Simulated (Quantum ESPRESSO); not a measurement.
# LiF (Griceite): how pressure shifts the optical phonon

Wanted: a fit of frequency against volume for LiF (Griceite), tested on a run that is left out of it.

Main program and level: Quantum ESPRESSO 7.5; DFT PBE, scalar-relativistic, plane waves, PseudoDojo norm-conserving pseudopotentials.

### 1. Set-up

Symmetry: Fm-3m, No. 225, cubic system. Conventional cell: a = 4.061 Å, b = 4.061 Å, c = 4.061 Å, α = 90.00°, β = 90.00°, γ = 90.00°. Li has 6 F at 2.03 Å nearest. Nearest to F lie 6 Li at 2.03 Å. Farther neighbours and most contacts between anions are not listed.

As a file:

```cif
data_structure
_symmetry_space_group_name_H-M 'P 1'
_symmetry_Int_Tables_number 1
_cell_length_a 2.8718
_cell_length_b 2.8718
_cell_length_c 2.8718
_cell_angle_alpha 60.000
_cell_angle_beta 60.000
_cell_angle_gamma 60.000
_cell_volume 16.75
loop_
_atom_site_label
_atom_site_type_symbol
_atom_site_fract_x
_atom_site_fract_y
_atom_site_fract_z
_atom_site_occupancy
Li1 Li 0.00000 0.00000 0.00000 1
F2 F 0.50000 0.50000 0.50000 1
```

This is the cell after its relaxation at this level of theory, not the database cell from which that began.

### 2. Runs at several volumes

The relaxed cell is scaled uniformly; in this structure symmetry fixes all atoms, so nothing has to be relaxed anew. Each volume gets a ground state and a response at Γ. The mode followed is the highest one without the macroscopic field, of symmetry T1u; longitudinal polar modes lie higher. Cutoff 92 Ry, k mesh 12×12×12.

From the response at V/V₀ = 0.97:

The log of the run:

```text
[banners, grids, parts of the stress and lines that vanish by symmetry left out]
Program PHONON v.7.5
     Reading xml data from directory:

[...]
Exchange-correlation= PBE
                           (   1   4   3   4   0   0   0)
[...]
kinetic-energy cut-off    =      92.0000  Ry
     charge density cut-off    =     368.0000  Ry
     convergence threshold     =      1.0E-18
[...]
Exchange-correlation= PBE
                           (   1   4   3   4   0   0   0)
[...]
q = (   0.0000000   0.0000000   0.0000000 )
     49 Sym.Ops. (with q -> -q+G )
     G cutoff =  269.0097  (  13107 G-vectors)     FFT grid: ( 36, 36, 36)
     number of k points=    72
[...]
Mode symmetry, O_h (m-3m)  point group:
[...]
Dielectric constant
[...]
End of electric fields calculation
          Dielectric constant in cartesian axis
          (       2.052832494       0.000000000      -0.000000000 )
          (       0.000000000       2.052832494       0.000000000 )
          (      -0.000000000       0.000000000       2.052832494 )
          Effective charges (d Force / dE) in cartesian axis without acoustic sum rule applied (asr)
           atom    1  Li    Mean Z*:        1.05154
      Ex  (        1.05154       -0.00000        0.00000 )
      Ey  (       -0.00000        1.05154       -0.00000 )
      Ez  (        0.00000       -0.00000        1.05154 )
           atom    2  F     Mean Z*:       -1.05155
      Ex  (       -1.05155       -0.00000        0.00000 )
      Ey  (        0.00000       -1.05155       -0.00000 )
      Ez  (        0.00000       -0.00000       -1.05155 )
          Effective charges Sum: Mean:       -0.00001
[...]
Effective charges (d Force / dE) in cartesian axis with asr applied:
           atom    1  Li    Mean Z*:        1.05154
[...]
atom    2  F     Mean Z*:       -1.05154
[...]
Representation #   1 modes #   1   2   3
[...]
End of self-consistent calculation
     Convergence has been achieved
     Representation #   2 modes #   4   5   6
[...]
End of self-consistent calculation
     Convergence has been achieved
[...]
Dielectric constant in cartesian axis
          (       2.052832494       0.000000000      -0.000000000 )
          (       0.000000000       2.052832494       0.000000000 )
          (      -0.000000000       0.000000000       2.052832494 )
          Effective charges (d Force / dE) in cartesian axis without acoustic sum rule applied (asr)
           atom    1  Li    Mean Z*:        1.05154
      Ex  (        1.05154       -0.00000        0.00000 )
      Ey  (       -0.00000        1.05154       -0.00000 )
      Ez  (        0.00000       -0.00000        1.05154 )
           atom    2  F     Mean Z*:       -1.05155
      Ex  (       -1.05155       -0.00000        0.00000 )
      Ey  (        0.00000       -1.05155       -0.00000 )
      Ez  (        0.00000       -0.00000       -1.05155 )
          Effective charges Sum: Mean:       -0.00001
[...]
Effective charges (d Force / dE) in cartesian axis with asr applied:
           atom    1  Li    Mean Z*:        1.05154
[...]
atom    2  F     Mean Z*:       -1.05154
[...]
q = (    0.000000000   0.000000000   0.000000000 )
[...]
freq (    1) =      -0.225572 [THz] =      -7.524286 [cm-1]
     freq (    2) =      -0.225572 [THz] =      -7.524286 [cm-1]
     freq (    3) =      -0.225572 [THz] =      -7.524286 [cm-1]
     freq (    4) =       8.883065 [THz] =     296.307150 [cm-1]
     freq (    5) =       8.883065 [THz] =     296.307150 [cm-1]
     freq (    6) =       8.883065 [THz] =     296.307150 [cm-1]
[...]
Mode symmetry, O_h (m-3m)  point group:
     freq (   1-   3) =         -7.5  [cm-1]   --> T_1u G_15  G_4- I
     freq (   4-   6) =        296.3  [cm-1]   --> T_1u G_15  G_4- I

   JOB DONE.
```

One volume, V/V₀ = 1, is held back as a test.

```csv
V/V₀,volume (Å³/atom),pressure (GPa),ω (cm⁻¹)
0.97,8.122,2.18,296.31
1,8.373,-0.01,held back
1.03,8.625,-1.88,244.67
```

### 3. The fit

The mode Grüneisen parameter is γ = −d ln ω / d ln V.

```csv
ln(V/V₀),ln ω
-0.0305,5.6914
0.0296,5.4999
```

A straight line through these points has the slope -3.191, so γ = 3.19; at V/V₀ = 1 it predicts ω = exp(5.5942 + 0.0000) = 268.87 cm⁻¹.

A parabola of pressure against ln V through V/V₀ = 0.97, 1 and 1.03 gives the bulk modulus B = −dP/d ln V = 68 GPa at V₀. With ω₀ from the fitted line the pressure coefficient follows as dω/dP = γ ω₀ / B = 3.19 × 268.9 / 68 = 12.7 cm⁻¹/GPa.

### 4. The run that was held back

The log of the run:

```text
[banners, grids, parts of the stress and lines that vanish by symmetry left out]
[banner, memory and clock lines left out]
Program PHONON v.7.5

[...]
Exchange-correlation= PBE
                           (   1   4   3   4   0   0   0)
[...]
(   8 q-points):
[...]
kinetic-energy cut-off    =      92.0000  Ry
     charge density cut-off    =     368.0000  Ry
     convergence threshold     =      1.0E-18
[...]
Exchange-correlation= PBE
                           (   1   4   3   4   0   0   0)
[...]
q = (   0.0000000   0.0000000   0.0000000 )
     49 Sym.Ops. (with q -> -q+G )
     G cutoff =  274.5281  (  13539 G-vectors)     FFT grid: ( 36, 36, 36)
     number of k points=    72
[...]
Mode symmetry, O_h (m-3m)  point group:
[...]
Dielectric constant
[...]
End of electric fields calculation
          Dielectric constant in cartesian axis
          (       2.043951227       0.000000000      -0.000000000 )
          (       0.000000000       2.043951227      -0.000000000 )
          (       0.000000000      -0.000000000       2.043951227 )
          Effective charges (d Force / dE) in cartesian axis without acoustic sum rule applied (asr)
           atom    1  Li    Mean Z*:        1.05467
      Ex  (        1.05467        0.00000       -0.00000 )
      Ey  (        0.00000        1.05467       -0.00000 )
      Ez  (       -0.00000       -0.00000        1.05467 )
           atom    2  F     Mean Z*:       -1.05468
      Ex  (       -1.05468       -0.00000        0.00000 )
      Ey  (        0.00000       -1.05468       -0.00000 )
[...]
Convergence has been achieved
[...]
Convergence has been achieved
[...]
Convergence has been achieved
[...]
q = (    0.000000000  -0.707106781   0.000000000 )
[...]
freq (    5) =       9.876043 [THz] =     329.429322 [cm-1]
     freq (    6) =      13.388498 [THz] =     446.592234 [cm-1]
[...]
Mode symmetry, D_4h(4/mmm) point group:
     freq (   1-   2) =        239.9  [cm-1]   --> E_u  X_5' M_5'
     freq (   3-   4) =        310.7  [cm-1]   --> E_u  X_5' M_5'
     freq (   5-   5) =        329.4  [cm-1]   --> A_2u X_4' M_4'
     freq (   6-   6) =        446.6  [cm-1]   --> A_2u X_4' M_4'
[...]
Mode symmetry, D_2d (-42m) point group:
[...]
Representation #   1 mode #   1
[...]
Convergence has been achieved
     Representation #   2 mode #   2
[...]
Convergence has been achieved
     Representation #   3 modes #   3   4
[...]
End of self-consistent calculation
     Convergence has been achieved
     Representation #   4 modes #   5   6
[...]
End of self-consistent calculation
     Convergence has been achieved
[...]
q = (   -0.353553391  -0.707106781   0.000000000 )
[...]
freq (    1) =       7.734663 [THz] =     258.000583 [cm-1]
     freq (    2) =       8.975349 [THz] =     299.385403 [cm-1]
     freq (    3) =       8.975349 [THz] =     299.385403 [cm-1]
     freq (    4) =      10.449704 [THz] =     348.564611 [cm-1]
     freq (    5) =      11.351467 [THz] =     378.644177 [cm-1]
     freq (    6) =      11.351467 [THz] =     378.644177 [cm-1]
[...]
Mode symmetry, D_2d (-42m) point group:
     freq (   1-   1) =        258.0  [cm-1]   --> A_1  X_1  W_1
     freq (   2-   3) =        299.4  [cm-1]   --> E    X_5  W_3
     freq (   4-   4) =        348.6  [cm-1]   --> B_2  X_3  W_2
     freq (   5-   6) =        378.6  [cm-1]   --> E    X_5  W_3
```

It gives 270.22 cm⁻¹ against the predicted 268.87 cm⁻¹, a miss of 1 cm⁻¹.

### 5. Outcome

| Item | Value |
| --- | --- |
| mode Grüneisen parameter | 3.191 |
| bulk modulus | 67.5 GPa |
| pressure coefficient | 12.7 cm⁻¹/GPa |

The highest optical mode of LiF (Griceite) without the LO-TO term stiffens by 12.7 cm⁻¹ a GPa near the relaxed volume, with γ = 3.19. The power law meets all 3 runs within 0.51 %; between neighbouring volumes γ runs from 3.03 to 3.36. Such a coefficient turns a measured shift of this mode into a hydrostatic stress; uniaxial or biaxial stress splits the mode and needs deformation potentials. These are harmonic values at zero temperature for the structure held cubic, which a run at Γ can't show to be stable; the bulk modulus rests on three points.

[Host names and launcher messages were left out of these logs when they were recorded.]

[Logs are printed without paths, hosts, clocks, repeated set-up lines and the standing remarks that a program may print on its own settings, such as how far it seeks lower states.]

[Hosts, paths, dates, database ids (printed as entryN), source tags and the programs' standing remarks are cut or masked in the printed files.]
